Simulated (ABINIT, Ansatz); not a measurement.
# SnSe2 (P-3m1): from the cell to the phonon bands, part 4 of 4

Wanted: phonon bands, density of states and zone-centre response of SnSe2 (P-3m1).

ABINIT 10.8.3; DFT LDA, scalar-relativistic, plane waves, HGH norm-conserving pseudopotentials.

So far. Step 5 (Zone-centre response): The acoustic modes at Γ come out as far as 2.9 cm⁻¹ from zero, where they should vanish, a small numerical error; the Born charges miss their sum rule by 0.078 e, too much: mesh or cutoff is short for the field response. Step 6 (Modes with the sum rule): The rule moves no optical mode by more than 0.1 cm⁻¹.

### Step 9. Interpolated phonon bands

anaddb transforms the dynamical matrices to force constants and back along the path; points of the mesh come back as solved, but for the sum rule and, in polar crystals, the LO-TO term at Γ; the rest is interpolation.

Contents of anaddb.abi:

```
ddb_filepath "all_DDB"
output_file "anaddb.abo"
outdata_prefix "anaddb"
ifcflag 1
ngqpt 3 3 1
nqshft 1
q1shft 0.0 0.0 0.0
asr 1
chneut 0
dipdip 0
dipquad 0
quadquad 0
enunit 0
eivec 0
nph1l 43
qph1l 
    0.0 0.0 0.0 1.0
    0.03571429 0.0 0.0 1.0
    0.07142857 0.0 0.0 1.0
    0.10714286 0.0 0.0 1.0
    0.14285714 0.0 0.0 1.0
    0.17857143 0.0 0.0 1.0
    0.21428571 0.0 0.0 1.0
    0.25 0.0 0.0 1.0
    0.28571429 0.0 0.0 1.0
    0.32142857 0.0 0.0 1.0
    0.35714286 0.0 0.0 1.0
    0.39285714 0.0 0.0 1.0
    0.42857143 0.0 0.0 1.0
    0.46428571 0.0 0.0 1.0
    0.5 0.0 0.0 1.0
    0.48809524 0.02380952 0.0 1.0
    0.47619048 0.04761905 0.0 1.0
    0.46428571 0.07142857 0.0 1.0
    0.45238095 0.0952381 0.0 1.0
    0.44047619 0.11904762 0.0 1.0
    0.42857143 0.14285714 0.0 1.0
    0.41666667 0.16666667 0.0 1.0
    0.4047619 0.19047619 0.0 1.0
    0.39285714 0.21428571 0.0 1.0
    0.38095238 0.23809524 0.0 1.0
    0.36904762 0.26190476 0.0 1.0
    0.35714286 0.28571429 0.0 1.0
    0.3452381 0.30952381 0.0 1.0
    0.33333333 0.33333333 0.0 1.0
    0.30952381 0.30952381 0.0 1.0
    0.28571429 0.28571429 0.0 1.0
    0.26190476 0.26190476 0.0 1.0
    0.23809524 0.23809524 0.0 1.0
    0.21428571 0.21428571 0.0 1.0
    0.19047619 0.19047619 0.0 1.0
    0.16666667 0.16666667 0.0 1.0
    0.14285714 0.14285714 0.0 1.0
    0.11904762 0.11904762 0.0 1.0
    0.0952381 0.0952381 0.0 1.0
    0.07142857 0.07142857 0.0 1.0
    0.04761905 0.04761905 0.0 1.0
    0.02380952 0.02380952 0.0 1.0
    0.0 0.0 0.0 1.0
```

Contents of mrgddb.in:

```
all_DDB
merged
3
dfpt_gammao_DS2_DDB
dfpt_qo_DS1_DDB
dfpt_qo_DS2_DDB
```

Command:

```bash
> mrgddb < mrgddb.in > mrgddb.log
> OMP_NUM_THREADS=1 anaddb anaddb.abi > anaddb.log
```

anaddb.abo, the main output file:

```text
[banners, grids, parts of the stress and lines that vanish by symmetry left out]
-outvars_anaddb: echo values of input variables ----------------------

 Flags :
[...]
Dielectric Tensor and Effective Charges
[...]
Effective charge tensors after
[...]
Phonon wavevector (reduced coordinates) :  0.00000  0.00000  0.00000
 Phonon energies in Hartree :
[...]
Phonon frequencies in cm-1    :
-  0.000000E+00  0.000000E+00  0.000000E+00  1.101378E+02  1.101378E+02
-  1.470715E+02  1.470715E+02  1.874773E+02  2.615960E+02
[...]
Phonon wavevector (reduced coordinates) :  0.03571  0.00000  0.00000
 Phonon energies in Hartree :
[...]
Phonon frequencies in cm-1    :
- -8.457276E+00  9.854452E+00  1.454801E+01  1.100385E+02  1.115250E+02
-  1.472290E+02  1.483686E+02  1.875231E+02  2.603740E+02
[...]
Phonon wavevector (reduced coordinates) :  0.07143  0.00000  0.00000
 Phonon energies in Hartree :
[...]
Phonon frequencies in cm-1    :
- -1.551988E+01  1.943051E+01  2.891901E+01  1.097439E+02  1.153882E+02
-  1.476763E+02  1.519596E+02  1.877151E+02  2.567754E+02
[...]
Phonon wavevector (reduced coordinates) :  0.10714  0.00000  0.00000
 Phonon energies in Hartree :
[...]
Phonon frequencies in cm-1    :
- -2.018760E+01  2.846910E+01  4.294711E+01  1.092631E+02  1.210402E+02
-  1.483436E+02  1.570115E+02  1.882332E+02  2.510096E+02
[...]
Phonon wavevector (reduced coordinates) :  0.14286  0.00000  0.00000
 Phonon energies in Hartree :
[...]
Phonon frequencies in cm-1    :
- -2.181251E+01  3.674573E+01  5.647963E+01  1.086089E+02  1.277500E+02
-  1.491313E+02  1.623177E+02  1.893959E+02  2.434568E+02
[...]
Phonon wavevector (reduced coordinates) :  0.17857  0.00000  0.00000
 Phonon energies in Hartree :
[...]
Phonon frequencies in cm-1    :
- -1.964609E+01  4.407923E+01  6.936813E+01  1.077966E+02  1.349098E+02
-  1.499326E+02  1.665880E+02  1.914567E+02  2.347632E+02
[...]
Phonon wavevector (reduced coordinates) :  0.21429  0.00000  0.00000
 Phonon energies in Hartree :
[...]
Phonon frequencies in cm-1    :
- -1.089779E+01  5.033394E+01  8.145211E+01  1.068453E+02  1.420520E+02
-  1.506562E+02  1.690647E+02  1.937854E+02  2.261532E+02
[...]
Phonon wavevector (reduced coordinates) :  0.25000  0.00000  0.00000
 Phonon energies in Hartree :
[...]
Phonon frequencies in cm-1    :
-  1.762435E+01  5.541870E+01  9.254149E+01  1.057838E+02  1.488078E+02
-  1.512450E+02  1.698744E+02  1.938860E+02  2.201173E+02
  Phonon wavevector (reduced coordinates) :  0.28571  0.00000  0.00000
 Phonon energies in Hartree :
[...]
Phonon frequencies in cm-1    :
-  2.932106E+01  5.928829E+01  1.024042E+02  1.046605E+02  1.516829E+02
-  1.548117E+02  1.694378E+02  1.894767E+02  2.189953E+02
  Phonon wavevector (reduced coordinates) :  0.32143  0.00000  0.00000
 Phonon energies in Hartree :
[...]
Phonon frequencies in cm-1    :
-  3.829274E+01  6.195465E+01  1.035486E+02  1.107717E+02  1.519882E+02
-  1.592396E+02  1.681110E+02  1.833204E+02  2.209173E+02
  Phonon wavevector (reduced coordinates) :  0.35714  0.00000  0.00000
 Phonon energies in Hartree :
[...]
Phonon frequencies in cm-1    :
-  4.535923E+01  6.351198E+01  1.025394E+02  1.173844E+02  1.521958E+02
-  1.588416E+02  1.684331E+02  1.792783E+02  2.233683E+02
  Phonon wavevector (reduced coordinates) :  0.39286  0.00000  0.00000
 Phonon energies in Hartree :
[...]
Phonon frequencies in cm-1    :
-  5.062089E+01  6.416510E+01  1.017167E+02  1.220946E+02  1.523390E+02
-  1.539519E+02  1.711820E+02  1.778700E+02  2.253755E+02
  Phonon wavevector (reduced coordinates) :  0.42857  0.00000  0.00000
 Phonon energies in Hartree :
[...]
Phonon frequencies in cm-1    :
-  5.413568E+01  6.422901E+01  1.011292E+02  1.249886E+02  1.491584E+02
-  1.524379E+02  1.737037E+02  1.778165E+02  2.267143E+02
  Phonon wavevector (reduced coordinates) :  0.46429  0.00000  0.00000
 Phonon energies in Hartree :
[...]
Phonon frequencies in cm-1    :
-  5.607702E+01  6.406698E+01  1.007854E+02  1.264165E+02  1.460729E+02
-  1.524983E+02  1.752968E+02  1.781848E+02  2.274368E+02
[...]
Phonon wavevector (reduced coordinates) :  0.16667  0.16667  0.00000
 Phonon energies in Hartree :
[...]
Phonon frequencies in cm-1    :
-  2.489324E+01  6.708432E+01  9.810265E+01  1.181462E+02  1.352029E+02
-  1.611426E+02  1.706040E+02  2.031354E+02  2.051093E+02
[...]
Phonon wavevector (reduced coordinates) :  0.14286  0.14286  0.00000
 Phonon energies in Hartree :
[...]
Phonon frequencies in cm-1    :
-  9.846424E+00  5.971258E+01  8.844201E+01  1.146113E+02  1.356356E+02
-  1.571500E+02  1.703851E+02  1.990223E+02  2.155394E+02
[...]
Phonon wavevector (reduced coordinates) :  0.11905  0.11905  0.00000
 Phonon energies in Hartree :
[...]
Phonon frequencies in cm-1    :
- -1.693135E+01  5.164724E+01  7.684761E+01  1.120715E+02  1.336804E+02
-  1.534265E+02  1.688356E+02  1.944225E+02  2.268835E+02
[...]
Phonon wavevector (reduced coordinates) :  0.09524  0.09524  0.00000
 Phonon energies in Hartree :
[...]
Phonon frequencies in cm-1    :
- -2.186217E+01  4.274870E+01  6.355018E+01  1.105597E+02  1.291661E+02
-  1.507352E+02  1.651345E+02  1.907420E+02  2.379457E+02
[...]
Phonon wavevector (reduced coordinates) :  0.07143  0.07143  0.00000
 Phonon energies in Hartree :
[...]
Phonon frequencies in cm-1    :
- -2.158807E+01  3.299547E+01  4.888092E+01  1.099019E+02  1.230242E+02
-  1.490161E+02  1.594617E+02  1.886883E+02  2.476665E+02
[...]
Phonon wavevector (reduced coordinates) :  0.04762  0.04762  0.00000
 Phonon energies in Hartree :
[...]
Phonon frequencies in cm-1    :
- -1.729477E+01  2.247968E+01  3.317607E+01  1.098308E+02  1.167526E+02
-  1.479213E+02  1.533881E+02  1.878293E+02  2.552070E+02
[...]
Phonon wavevector (reduced coordinates) :  0.02381  0.02381  0.00000
 Phonon energies in Hartree :
[...]
Phonon frequencies in cm-1    :
- -9.677185E+00  1.139265E+01  1.676777E+01  1.100209E+02  1.119598E+02
-  1.472840E+02  1.487867E+02  1.875404E+02  2.599691E+02
[...]
Phonon wavevector (reduced coordinates) :  0.00000  0.00000  0.00000
 Phonon energies in Hartree :
[...]
Phonon frequencies in cm-1    :
-  0.000000E+00  0.000000E+00  0.000000E+00  1.101378E+02  1.101378E+02
-  1.470715E+02  1.470715E+02  1.874773E+02  2.615960E+02
[...]
Symmetry characters of vibration mode #   9
  1.0 -1.0  1.0 -1.0  1.0 -1.0  1.0 -1.0  1.0 -1.0  1.0 -1.0
-
```

Run time: 0.51 s. Hardware: 1 thread of Arm Neoverse V1, shared host.

Numbers from this step:

* lowest frequency on the path: -21.86 cm⁻¹

Anaddb. Phonon branches along the path, in cm⁻¹:

```
  point  branch 1  branch 2  branch 3  branch 4  branch 5  branch 6  branch 7  branch 8  branch 9
      Γ         0         0         0       110       110       147       147       188       262
halfway        18        55        92       106       149       151       170       194       220
      M        57        64       101       127       145       152       176       178       228
halfway        53        86       120       125       137       161       170       182       214
      K        54       115       115       141       141       154       157       193       193
halfway        25        67        98       118       135       161       171       203       205
      Γ         0         0         0       110       110       147       147       188       262
```

The phonon branches as a text plot (rows in cm⁻¹):

```
    256 |*****                                               ****
    244 |     **                                           **
    232 |       ***       ******                        ***
    220 |          *******      ***                   **
    208 |                          ***        ********
    197 |       ****                  ********   ***  ***
    185 |*******    ****        ********  *******        ********
    173 |        ********************          **********
    161 |    ****    ***        ************************ ****
    149 |***********************        **              *********
    138 |       ***            ****************    ******
    126 |    ***        ***************       ******     ****
    114 |*******     ***        ****   ************ *************
    102 |       ****************      *     **     ***
     90 |          *               ***        ***     **
     79 |        **              **              ***    *
     67 |       *    ************                   **   **
     55 |     ** ****   ***********************       ***
     43 |    *  *    ***                       ****      ****
     31 |  *****    *                              *       ***
     19 | ***      *                                **       ***
      8 | *                                           **      **
     -4 |**                                                   ***
    -16 |  ********                                     ******
         Γ                   M           K                      Γ
```

The path dips to 22i cm⁻¹ between the solved wavevectors, whose modes are all real, so the dip may come from the interpolation.

### Step 10. Density of states

Sums over the zone need many more wavevectors than were solved, so the interpolation is sampled on a dense mesh.

Contents of anaddb.abi:

```
ddb_filepath "all_DDB"
output_file "anaddb.abo"
outdata_prefix "anaddb"
ifcflag 1
ngqpt 3 3 1
nqshft 1
q1shft 0.0 0.0 0.0
asr 1
chneut 0
dipdip 0
dipquad 0
quadquad 0
prtdos 1
dossmear 1.8d-05
ng2qpt 14 14 1
dosdeltae 4.5563e-06
ntemper 11
temperinc 100.0
tempermin 0.0
```

Command:

```bash
> OMP_NUM_THREADS=1 anaddb anaddb.abi > anaddb.log
```

anaddb.abo, the main output file:

```text
-outvars_anaddb: echo values of input variables ----------------------

 Flags :
     ifcflag         1
 Miscellaneous information :
         asr         1
      chneut         0
 Interatomic Force Constants Inputs :
      dipdip         0
     dipquad         0
    quadquad         0
      ifcana         0
      ifcout         0
 Description of grid 1 :
        brav         1
       ngqpt         3         3         1
      nqshft         1
      q1shft
                     0.00000000E+00  0.00000000E+00  0.00000000E+00
 Phonon DOS information :
   dosdeltae  4.55630000E-06
    dossmear  1.80000000E-05
 Description of grid 2 (Fourier interp. or BZ sampling):
      ng2qpt        14        14         1
      ngrids         4
      q2shft         0.00000000E+00  0.00000000E+00  0.00000000E+00

================================================================================

 read the DDB information and perform some checks

  ==== Info on the Cryst% object ====
 Real(R)+Recip(G) space primitive vectors, cartesian coordinates (Bohr,Bohr^-1):
 R(1)=  7.1083387  0.0000000  0.0000000  G(1)=  0.1406798  0.0812215  0.0000000
 R(2)= -3.5541693  6.1560019  0.0000000  G(2)=  0.0000000  0.1624431  0.0000000
 R(3)=  0.0000000  0.0000000 30.4245906  G(3)=  0.0000000  0.0000000  0.0328681
 Unit cell volume ucvol=  1.3313480E+03 bohr^3
 Angles (23,13,12)=  9.00000000E+01  9.00000000E+01  1.20000000E+02 degrees
 Time-reversal symmetry is present
 Reduced atomic positions [iatom, xred, symbol]:
    1)    0.0000000  0.0000000  0.5000000  Sn
    2)    0.3333333  0.6666667  0.5975722  Se
    3)    0.6666667  0.3333333  0.4024278  Se

 DDB file with 3 blocks has been read.

================================================================================

 Dielectric Tensor and Effective Charges

 anaddb : Zero the imaginary part of the Dynamical Matrix at Gamma,
   and impose the ASR on the effective charges

 Effective charge tensors after
 imposition of the charge neutrality (if requested by user),
 and eventual restriction to some part :
   atom    displacement
         1         1    4.849269E+00    0.000000E+00    0.000000E+00
         1         2   -6.272841E-18    4.849269E+00    0.000000E+00
         1         3    0.000000E+00    0.000000E+00    4.441658E-01
         2         1   -2.463443E+00    0.000000E+00    0.000000E+00
         2         2    3.371100E-16   -2.463443E+00    0.000000E+00
         2         3    0.000000E+00    0.000000E+00   -2.218978E-01
         3         1   -2.463443E+00    0.000000E+00    0.000000E+00
         3         2    3.371100E-16   -2.463443E+00    0.000000E+00
         3         3    0.000000E+00    0.000000E+00   -2.218978E-01
 Now, the imaginary part of the dynamical matrix is zeroed

================================================================================

 Calculation of the interatomic forces

       Homogeneous q point set in the B.Z.
 Grid q points  :        9
  1)   0.00000000E+00  0.00000000E+00  0.00000000E+00
  2)   3.33333333E-01  0.00000000E+00  0.00000000E+00
  3)  -3.33333333E-01  0.00000000E+00  0.00000000E+00
  4)   0.00000000E+00  3.33333333E-01  0.00000000E+00
  5)   3.33333333E-01  3.33333333E-01  0.00000000E+00
  6)  -3.33333333E-01  3.33333333E-01  0.00000000E+00
  7)   0.00000000E+00 -3.33333333E-01  0.00000000E+00
  8)   3.33333333E-01 -3.33333333E-01  0.00000000E+00
  9)  -3.33333333E-01 -3.33333333E-01  0.00000000E+00

 The interatomic forces have been obtained

================================================================================

 Calculation of phonon density of states

 Average speed of sound partial sums:     0.8309614183E-03 (at units)
-                                   =           1.8179 [km/s]

 Debye frequency from partial sums:     0.2944200023E-03 (Ha)
-                                 =     0.1937190555E+01 (THz)
-Debye temperature from partial sums:     0.9297048354E+02 (K)

 Average speed of sound:     0.1926694293E-03 (at units)
-                      =           0.4215 [km/s]

 Debye frequency from DOS:     0.6826518365E-04 (Ha)
-                        =     0.4491633312E+00 (THz)
-Debye temperature from DOS:     0.2155644006E+02 (K)

-
```

The job ended after 0.51 s (1 thread).

Numbers from this step:

```
share of modes beyond 3i cm⁻¹ on the dense interpolated mesh : 0.0207
```

The phonon density of states has structure finer than the step of the table below, so its rows give means over 10 cm⁻¹, whole bins alone (the curve runs from -30 to 292 cm⁻¹). Peaks (cm⁻¹: height): 52.0: 0.0536, 120.0: 0.0646, 168.0: 0.0974, 218.0: 0.0371.

Gaussian, 4 cm-1. The phonon density of states by wavenumber; means over each step:

wavenumber (cm⁻¹), phonon density of states (1/cm⁻¹/cell) and a bar:
```
      -20     0.0111 ####
      -10     0.0055 ##
        0     0.0018 #
       10     0.0042 #
       20     0.0085 ###
       30     0.0142 #####
       40     0.0206 #######
       50     0.0461 ################
       60     0.0357 #############
       70     0.0297 ##########
       80     0.0201 #######
       90     0.0169 ######
      100     0.0321 ###########
      110     0.0622 ######################
      120     0.0632 ######################
      130     0.0507 ##################
      140     0.0549 ###################
      150     0.0512 ##################
      160     0.0744 ##########################
      170     0.0855 ##############################
      180     0.0500 ##################
      190     0.0444 ################
      200     0.0262 #########
      210     0.0269 #########
      220     0.0339 ############
      230     0.0170 ######
      240     0.0044 ##
      250     0.0044 ##
      260     0.0026 #
      270     0.0002 
      280     0.0000
```

### Step 11. Outcome

```
space group after relaxation                                       : P-3m1
area per atom                                                      : 4.08 Å²
highest optical zone-centre mode (no LO-TO term)                   : 261.6 cm⁻¹
lowest optical zone-centre mode                                    : 110.1 cm⁻¹
q mesh                                                             : 3×3×1
lowest mode on the q mesh (acoustic ones at the zone centre apart) : 40.9 cm⁻¹
imaginary modes on the q mesh                                      : none
```

What this shows: SnSe2 (P-3m1) is dynamically stable on the 3×3×1 mesh; its spectrum reaches 262 cm⁻¹. At the LDA level the optical modes of SnSe2 (P-3m1) at the zone centre run from 110 to 262 cm⁻¹. Along axes with an odd number of divisions the mesh misses the zone-boundary points at one half, where instabilities often lie; those are only interpolated. The Born charges miss their sum rule by 0.078 e, a sign that the k mesh or the cutoff is short for the field response. The imaginary part of the path lies between the solved wavevectors, so it may come from the interpolation. These are harmonic frequencies at zero temperature: anharmonic shifts and linewidths and thermal expansion are left out. The sheet is repeated along c with vacuum between and no cut of the Coulomb interaction; dielectric tensors refer to the cell with its vacuum, no LO-TO term enters the bands, and the bending branch near Γ is rough. The HGH files keep few electrons and have no core correction, which is cheap but rough for Sn. A run in a second program is left out, since it treats the direction across the vacuum otherwise. The sheet was typed on a prototype.

[Host names and launcher messages were left out of these logs when they were recorded.]

[Logs are printed without paths, hosts, clocks, repeated set-up lines and the standing remarks that a program may print on its own settings, such as how far it seeks lower states.]

[Hosts, paths, dates, database ids (printed as entryN), source tags and the programs' standing remarks are cut or masked in the printed files.]
